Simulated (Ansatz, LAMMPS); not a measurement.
# An extra electron or hole in amorphous Ga2O3 (95 atoms), part 3 of 4

Aim: add and remove one electron in amorphous Ga2O3 (95 atoms), with atoms held and relaxed, and read trapping energy and localisation.

Ansatz 0.2.0; Kohn-Sham DFT, PBE, PAW (set soft_2), plane waves.

The cell: 38 Ga and 57 O. The quench rate of 50 K/ps is many orders above laboratory rates. The network of bonds at the start is that of the classical potential that made the cell. The Brillouin zone is sampled at Γ only, in a cell whose shortest periodic width is 11 Å.

So far. Step 3 (Relaxation): The relaxation converged after 25 steps, 8.28 eV below its start, with a largest force component of 0.028 eV/Å. Step 5 (An extra electron, atoms held): An extra electron, atoms held: the energy stands 6.72 eV above that of the reference. An odd electron should give 1 μB; this run ended with the carrier shared between both spins.

## (6) An extra electron, atoms relaxed

The atoms now respond to the charge; the energy gained comes from screening by the atoms, from trapping if the charge localises, and from any strain left in the reference.

input.yaml reads:

```yaml
crystal:
  lattice:
    - [10.83912, 0.0, 0.0]
    - [0.0, 10.83912, 0.0]
    - [0.0, 0.0, 10.83912]
  atoms:
    [... the 95 atom lines of step 4 ...]
total_charge: -1
kpoints:
  mp_grid: { grid: [1, 1, 1] }
hamiltonian:
  xc: pbe
scf:
  occupations: { method: fermi_dirac, width: 0.01 }
  lower_state_search: "off"
output:
  forces: true
magnetization:
  spin_polarized: true
  initial_magnetization: 1
relax:
  f_tol: 0.05
  max_steps: 90
```

The run is started by

```console
ansatz run input.yaml --threads 4 --pin off --max-ram 8192MiB --backend cpu --events-out ev --progress --plain --runs-dir out
```

Numbers of over 12 decimals in the logs are rounded to 6 here.

Output:

```text
[...]
Crystal: 95 atoms, lattice volume = 1273.451 Å³
Basis set: ecut = 420 eV, 24885 PW (Γ), exchange–correlation on 150×150×150 points (8 copies of the dense FFT grid, shifted against one another)
Bands: 514, of which v1, the nominal top of the filled ones, is band 419 counted from 1 (418 counted from 0)
Symmetry: 1 space group operations
[...]
k-points: 1
[...]
Starting moments: Σ|m| = 1 μB on 95 of 95 sites
[...]
SCF iter   1: F=—  HF=-176129.838429 eV  |F-HF|=—  |Δ(HF+E_count)|=         —  Δρ=4.74e-2 (↑4.54e-2 ↓4.74e-2)  dr2=6.03e1  dr2_m=1.59e-2  M=1.000 μB ∫|m|=1.061 μB  β_m=1.00  ethr=3.10e-3  ⟨swp⟩=6.0  Hψ=3454  notcnv=0  defer=132
[...]
SCF iter   2: F=—  HF=-176117.428335 eV  |F-HF|=—  |Δ(HF+E_count)|=         —  Δρ=2.99e-2 (↑2.99e-2 ↓2.98e-2)  dr2=2.46e1  dr2_m=1.20e-3  M=0.584 μB ∫|m|=0.675 μB  β_m=0.30  ethr=3.10e-3  ⟨swp⟩=3.0  Hψ=1998  notcnv=0  defer=180
[...]
SCF iter   9: F=—  HF=-176109.277600 eV  |F-HF|=—  |Δ(HF+E_count)|=   6.91e-3  Δρ=1.50e-4 (↑1.25e-4 ↓1.50e-4)  dr2=9.62e-4  dr2_m=9.29e-5  M=0.415 μB ∫|m|=0.483 μB  β_m=0.30  ethr=4.41e-7  ⟨swp⟩=2.5  Hψ=1583  notcnv=0  defer=180
[...]
SCF iter  11: F=—  HF=-176109.278805 eV  |F-HF|=—  |Δ(HF+E_count)|=   8.39e-4  Δρ=6.65e-5 (↑6.65e-5 ↓4.88e-5)  dr2=1.60e-4  dr2_m=2.13e-5  M=0.324 μB ∫|m|=0.378 μB  β_m=0.62  ethr=8.01e-8  ⟨swp⟩=3.0  Hψ=1204  notcnv=0  defer=180
[...]
SCF iter  16: F=-176109.278952 eV  HF=-176109.278956 eV  |F-HF|=3.85e-6  |Δ(HF+E_count)|=   2.28e-5  Δρ=1.46e-5 (↑1.46e-5 ↓1.16e-5)  dr2=4.14e-6  dr2_m=9.81e-7  M=0.087 μB ∫|m|=0.101 μB  β_m=0.91  ethr=4.88e-10  ⟨swp⟩=1.0  Hψ=3066  notcnv=0
SCF iter  17: F=-176109.278962 eV  HF=-176109.278963 eV  |F-HF|=9.26e-7  |Δ(HF+E_count)|=   7.16e-6  Δρ=6.09e-6 (↑6.09e-6 ↓5.27e-6)  dr2=1.03e-6  dr2_m=1.35e-7  M=0.031 μB ∫|m|=0.036 μB  ethr=4.88e-10  ⟨swp⟩=1.0  Hψ=3066  notcnv=0
[...]
SCF 1 converged in 17 iterations: F = -176109.278962 eV  dr2 = 1.03e-6
[...]
relax step   1: F+E_penalty+E_count = -176109.27896247 eV  Δ(F+E_penalty+E_count) = +0.000e0 eV  max|allowed force component| = 1.066e-1 eV/Å  Δτ_max = 0.0000 Å  (17 SCF iters, dr2 threshold 6.25e-5 eV, accepted)
[...]
relax step   2: F+E_penalty+E_count = -176109.28586573 eV  Δ(F+E_penalty+E_count) = -6.903e-3 eV  max|allowed force component| = 5.582e-2 eV/Å  Δτ_max = 0.0097 Å  (13 SCF iters, accepted)
[...]
relax step   3: F+E_penalty+E_count = -176109.28995611 eV  Δ(F+E_penalty+E_count) = -4.090e-3 eV  max|allowed force component| = 2.355e-2 eV/Å  Δτ_max = 0.0106 Å  (8 SCF iters, accepted)
SCF converged after 8 iterations
Magnetization: 0.0013 μB (418.5007 up, 418.4993 down)
Absolute magnetization: 0.0014 μB (∫|ρ↑−ρ↓|, with the PAW one-centre terms)
[...]
Per-site moments (μB) at R_I (Å): [(3.3762191768351356e-6, 0.754265), (5.720395242492712e-6, 0.802772), (7.315202780567515e-6, 0.783445), (4.57335381711896e-6, 0.793606), (7.379132358092959e-6, 0.803803), [...]
Free energy (F): -176109.289956 eV
[...]
Internal energy: -176109.276093 eV  (E = F + TS)
E sigma→0 (E₀):  -176109.283025 eV
Entropy (-TS):   -0.013863 eV (-0.146 meV/atom)
Fermi energy:    6.710456 eV
[...]
Σ components = -176109.289956   (vs F -176109.289956, Δ=0.00e0)
--- Forces (eV/Å), atoms counted from 1 ---
  atom   1  Ga    -0.00031146     0.00826792    -0.00051355
  atom   2  Ga    -0.00131347     0.01384543    -0.00608744
  atom   3  Ga     0.00651962     0.00727042    -0.01651695
  atom   4  Ga    -0.00779928     0.01065415     0.00816003
[...]
atom  95  O     -0.00267846    -0.00738710     0.00191354
  max |Σ_I F_I| component: 1.80e-4 eV/Å
--- Relaxed structure (3 steps of the walk, 3 accepted, 0 SCFs on fresh bases) ---
  F+E_penalty+E_count = -176109.28995611 eV   max|allowed force component| = 2.355e-2 eV/Å
  atoms:
    - { symbol: Ga, position: [0.996069, 0.949219, 0.659486] }
    - { symbol: Ga, position: [0.640708, 0.241397, 0.391625] }
    - { symbol: Ga, position: [0.144827, 0.159713, 0.204791] }
    - { symbol: Ga, position: [0.591791, 0.720282, 0.598795] }
[...]
- { symbol: O, position: [0.189505, 0.258104, 0.866186] }
```

It took 88 s on 4 threads of Intel Xeon Platinum 8488C (Sapphire Rapids), shared host; peak memory 3.3 GiB.

The relaxation converged after 3 steps, 0.0110 eV below its start, with a largest force component of 0.024 eV/Å.

An extra electron, atoms relaxed: the energy stands 6.71 eV above that of the reference. An odd electron should give 1 μB; this run ended with the carrier shared between both spins.

## (7) An extra electron, levels at the relaxed geometry

A single point at the new geometry gives levels and spin density.

input.yaml reads:

```yaml
crystal:
  lattice:
    - [10.83912, 0.0, 0.0]
    - [0.0, 10.83912, 0.0]
    - [0.0, 0.0, 10.83912]
  atoms:
    - { symbol: Ga, position: [0.99607, 0.94922, 0.65949] }
    - { symbol: Ga, position: [0.64071, 0.2414, 0.39162] }
    - { symbol: Ga, position: [0.14483, 0.15971, 0.20479] }
    - { symbol: Ga, position: [0.59179, 0.72028, 0.5988] }
    - { symbol: Ga, position: [0.17257, 0.92876, 0.4161] }
    - { symbol: Ga, position: [0.78745, 0.18661, 0.86834] }
    [... 83 atom lines left out ...]
    - { symbol: O, position: [0.71081, 0.33144, 0.54286] }
    - { symbol: O, position: [0.117, 0.05009, 0.05157] }
    - { symbol: O, position: [0.87897, 0.82118, 0.63039] }
    - { symbol: O, position: [0.94065, 0.74702, 0.88922] }
    - { symbol: O, position: [0.84825, 0.89577, 0.10579] }
    - { symbol: O, position: [0.1895, 0.2581, 0.86619] }
total_charge: -1
kpoints:
  mp_grid: { grid: [1, 1, 1] }
hamiltonian:
  xc: pbe
scf:
  occupations: { method: fermi_dirac, width: 0.01 }
  lower_state_search: "off"
output:
  forces: true
  stress: true
  populations: true
  dos:
    method: { smearing: { sigma: 0.1 } }
    de: 0.1
    projected: { site_lists: { Ga: [Ga], O: [O] } }
  eigenvalues: true
  write_density: true
  write_potential: true
  volumetric_format: npy
magnetization:
  spin_polarized: true
  initial_magnetization: 1
```

Output:

```text
[...]
Crystal: 95 atoms, lattice volume = 1273.451 Å³
Basis set: ecut = 420 eV, 24885 PW (Γ), exchange–correlation on 150×150×150 points (8 copies of the dense FFT grid, shifted against one another)
Bands: 514, of which v1, the nominal top of the filled ones, is band 419 counted from 1 (418 counted from 0)
Symmetry: 1 space group operations
[...]
k-points: 1
[...]
Starting moments: Σ|m| = 1 μB on 95 of 95 sites
[...]
SCF iter   1: F=—  HF=-176129.758807 eV  |F-HF|=—  |Δ(HF+E_count)|=         —  Δρ=4.74e-2 (↑4.53e-2 ↓4.74e-2)  dr2=6.00e1  dr2_m=1.60e-2  M=1.000 μB ∫|m|=1.062 μB  β_m=1.00  ethr=3.10e-3  ⟨swp⟩=6.0  Hψ=3454  notcnv=0  defer=132
[...]
SCF iter   2: F=—  HF=-176117.422044 eV  |F-HF|=—  |Δ(HF+E_count)|=         —  Δρ=2.99e-2 (↑2.99e-2 ↓2.98e-2)  dr2=2.46e1  dr2_m=1.18e-3  M=0.586 μB ∫|m|=0.679 μB  β_m=0.30  ethr=3.10e-3  ⟨swp⟩=3.0  Hψ=1993  notcnv=0  defer=180
[...]
SCF iter   9: F=—  HF=-176109.290589 eV  |F-HF|=—  |Δ(HF+E_count)|=   6.86e-3  Δρ=1.48e-4 (↑1.24e-4 ↓1.48e-4)  dr2=9.50e-4  dr2_m=9.08e-5  M=0.421 μB ∫|m|=0.490 μB  β_m=0.30  ethr=4.36e-7  ⟨swp⟩=2.5  Hψ=1583  notcnv=0  defer=180
[...]
SCF iter  11: F=—  HF=-176109.291761 eV  |F-HF|=—  |Δ(HF+E_count)|=   8.10e-4  Δρ=6.57e-5 (↑6.57e-5 ↓4.80e-5)  dr2=1.56e-4  dr2_m=2.04e-5  M=0.332 μB ∫|m|=0.387 μB  β_m=0.61  ethr=7.92e-8  ⟨swp⟩=3.0  Hψ=1204  notcnv=0  defer=180
[...]
SCF iter  19: F=-176109.289955 eV  HF=-176109.289955 eV  |F-HF|=3.48e-8  |Δ(HF+E_count)|=   1.46e-7  Δρ=1.17e-6 (↑1.04e-6 ↓1.17e-6)  dr2=6.68e-8  dr2_m=2.40e-9  M=0.004 μB ∫|m|=0.005 μB  β_m=0.85  ethr=1.19e-11  ⟨swp⟩=16.0  Hψ=8466  notcnv=0
SCF iter  20: F=-176109.289955 eV  HF=-176109.289955 eV  |F-HF|=2.59e-8  |Δ(HF+E_count)|=   2.25e-8  Δρ=7.74e-7 (↑7.64e-7 ↓7.74e-7)  dr2=2.96e-8  dr2_m=2.50e-11  M=0.001 μB ∫|m|=0.001 μB  ethr=7.98e-12  ⟨swp⟩=7.0  Hψ=6507  notcnv=0
[...]
SCF 1 converged in 20 iterations: F = -176109.289955 eV  dr2 = 2.96e-8
[...]
SCF converged after 20 iterations
Magnetization: 0.0005 μB (418.5003 up, 418.4997 down)
Absolute magnetization: 0.0006 μB (∫|ρ↑−ρ↓|, with the PAW one-centre terms)
[...]
Per-site moments (μB) at R_I (Å): [(1.42648841512394e-6, 0.754256), (2.4119579519917256e-6, 0.802800), (3.081194462086448e-6, 0.783444), (1.931744367714877e-6, 0.793605), (3.110504609311257e-6, 0.803821), [...]
Free energy (F): -176109.289955 eV
[...]
Internal energy: -176109.276092 eV  (E = F + TS)
E sigma→0 (E₀):  -176109.283024 eV
Entropy (-TS):   -0.013863 eV (-0.146 meV/atom)
Fermi energy:    6.710456 eV
[...]
Σ components = -176109.289955   (vs F -176109.289955, Δ=0.00e0)
--- Forces (eV/Å), atoms counted from 1 ---
  atom   1  Ga    -0.00065658     0.00789183    -0.00170672
  atom   2  Ga    -0.00105162     0.01315428    -0.00518334
  atom   3  Ga     0.00596871     0.00753646    -0.01628212
  atom   4  Ga    -0.00791223     0.01229145     0.00743557
[...]
atom  95  O     -0.00200058    -0.00564117     0.00131618
  max |Σ_I F_I| component: 2.42e-5 eV/Å
--- Stress (GPa, compression-positive) ---
        0.223837      -0.070478      -2.125719
       -0.070478      -1.665441       0.987564
       -2.125719       0.987564      -3.083307
  P = ⅓ Tr σ = -1.5083 GPa (-15.083 kbar)
--- Band table (eV) ---
[...]
--- Löwdin populations: 95 sites ---
  site symbol       q [e]    m [muB]
     0     Ga     11.9744     0.0000
     1     Ga     11.9708     0.0000
     2     Ga     11.9790     0.0000
[...]
94      O      6.6516     0.0000
  spilling = 0.003406 (of n_electrons = 837.000000)
```

It took 54 s on 4 threads; peak memory 3.4 GiB; 3.5 min of CPU time.

An extra electron, levels at the relaxed geometry: the energy stands 6.71 eV above that of the reference. An odd electron should give 1 μB; this run ended with the carrier shared between both spins.

The levels nearest the highest filled one (over half full), pooled over k-points and spins:

```
level less the highest filled one (eV)  occupation
                                 -1.51           1
                                 -1.51           1
                                     0         0.5
                                     0         0.5
                                  1.96           0
                                  1.96           0
                                  2.19           0
                                  2.19           0
```

## (8) Neutral at the geometry of the electron

The neutral cell at the new geometry gives the energy of that geometry without the charge.

input.yaml reads:

```yaml
crystal:
  lattice:
    - [10.83912, 0.0, 0.0]
    - [0.0, 10.83912, 0.0]
    - [0.0, 0.0, 10.83912]
  atoms:
    [... the 95 atom lines of step 7 ...]
kpoints:
  mp_grid: { grid: [1, 1, 1] }
hamiltonian:
  xc: pbe
scf:
  occupations: { method: fixed }
output:
  forces: true
  stress: true
  populations: true
  dos:
    method: { smearing: { sigma: 0.1 } }
    de: 0.1
    projected: { site_lists: { Ga: [Ga], O: [O] } }
  eigenvalues: true
```

Output:

```text
[...]
Crystal: 95 atoms, lattice volume = 1273.451 Å³
Basis set: ecut = 420 eV, 24885 PW (Γ), exchange–correlation on 150×150×150 points (8 copies of the dense FFT grid, shifted against one another)
Bands: 513, of which v1, the nominal top of the filled ones, is band 418 counted from 1 (417 counted from 0)
Symmetry: 1 space group operations
[...]
k-points: 1
[...]
SCF iter   1: F=—  HF=-176115.994056 eV  |F-HF|=—  |Δ(HF+E_count)|=         —  Δρ=2.38e-3  dr2=7.29e-2  ethr=1.77e-3  ⟨swp⟩=5.0  Hψ=1544  notcnv=0  defer=93
[...]
SCF iter   9: F=-176115.987636 eV  HF=-176115.987636 eV  |F-HF|=3.50e-8  |Δ(HF+E_count)|=   1.00e-7  Δρ=2.09e-6  dr2=4.89e-8  ethr=1.20e-11  ⟨swp⟩=14.0  Hψ=2443  notcnv=0
SCF 1 converged in 9 iterations: F = -176115.987636 eV  dr2 = 4.89e-8
[...]
SCF converged after 9 iterations
Free energy (F): -176115.987636 eV
[...]
Internal energy: -176115.987636 eV  (E = F + TS)
E sigma→0 (E₀):  -176115.987636 eV
Fermi energy:    5.208565 eV
[...]
--- Forces (eV/Å), atoms counted from 1 ---
  atom   1  Ga     0.00108992     0.02206108    -0.02019392
  atom   2  Ga    -0.03901066    -0.00080979    -0.02339240
  atom   3  Ga    -0.00132075     0.01680542    -0.04623657
  atom   4  Ga     0.01334368    -0.00282879    -0.03810491
  atom   5  Ga     0.02744370    -0.02861789    -0.00789010
  atom   6  Ga    -0.02060254     0.00693682     0.00464265
  atom   7  Ga     0.03131458     0.04911137     0.01479941
  atom   8  Ga    -0.01312749    -0.00817224     0.02647763
  atom   9  Ga    -0.02323270     0.00928796    -0.01986965
  atom  10  Ga    -0.01250343    -0.01291153     0.00764077
  atom  11  Ga     0.02643929     0.02069647     0.00536598
  atom  12  Ga    -0.02244473     0.04542502     0.01601100
  atom  13  Ga     0.00252648    -0.04265186    -0.04094176
  atom  14  Ga    -0.06265252     0.00082552    -0.05162457
[...]
atom  94  O      0.05450876     0.00740011     0.00282582
  atom  95  O      0.00357381    -0.01946312    -0.00792245
  max |Σ_I F_I| component: 1.60e-5 eV/Å
--- Stress (GPa, compression-positive) ---
       -0.215325      -0.099479      -2.168798
       -0.099479      -2.152542       1.058868
       -2.168798       1.058868      -3.666607
  P = ⅓ Tr σ = -2.0115 GPa (-20.115 kbar)
--- Band table (eV) ---
[...]
--- Löwdin populations: 95 sites ---
  site symbol       q [e]
     0     Ga     11.9570
     1     Ga     11.9512
     2     Ga     11.9563
[...]
94      O      6.6480
  spilling = 0.003393 (of n_electrons = 836.000000)
```

The job ended after 16 s (4 threads; peak memory 2 GiB; 59 s of CPU time).

Neutral at the geometry of the electron: the energy stands 0.00805 eV above that of the reference.

(Part 3 of 4 ends here.)

[Logs are printed without paths, hosts, clocks, repeated set-up lines and the standing remarks that a program may print on its own settings, such as how far it seeks lower states.]

[Hosts, paths, dates, database ids (printed as entryN), source tags and the programs' standing remarks are cut or masked in the printed files.]
